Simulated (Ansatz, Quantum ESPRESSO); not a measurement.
# H on top sites of TaN(001): the work function of the upper face at a withheld member of a series

Method. Quantum ESPRESSO 7.5, PBE, GBRV ultrasoft. Slabs of 3 layers, covered on the upper face; adsorbates and the top layer relax in a periodic cell, the rest is held (the clean slab relaxes both outer layers); a run under open boundaries (ESM, bc1) gives both vacuum levels. Cells of one to 6 surface sites carry the coverages, on meshes of like density; cold smearing of 0.02 Ry. The slabs take the lattice constants of the bulk relaxed by the same program. The series steps the coverage.

```tsv
coverage	work function of the upper face (eV)
0 ML	3.363
0.1667 ML	3.929
0.25 ML	4.159
0.3333 ML	4.445
0.5 ML	4.968
0.75 ML	5.601
1 ML	6.241
```

One more run was made and is withheld. What is the work function of the upper face at 0.6667 ML?

**Worked estimate.** The rows at 0.5 ML and 0.75 ML give a slope of (5.601 − (4.968))/(0.75 − (0.5)) = 2.532, so a straight line gives 5.390 eV. A parabola through these and the row at 0.3333 ML gives 5.410 eV.

**The withheld run.** 5.377 eV. The line misses by +0.013 and the parabola by +0.033 eV. The line does better here.

**Limits.** Thin slabs, one site and one ordered pattern a coverage; no reconstruction or subsurface sites; meshes differ a little between cells.

[Logs are printed without paths, hosts, clocks, repeated set-up lines and the standing remarks that a program may print on its own settings, such as how far it seeks lower states.]
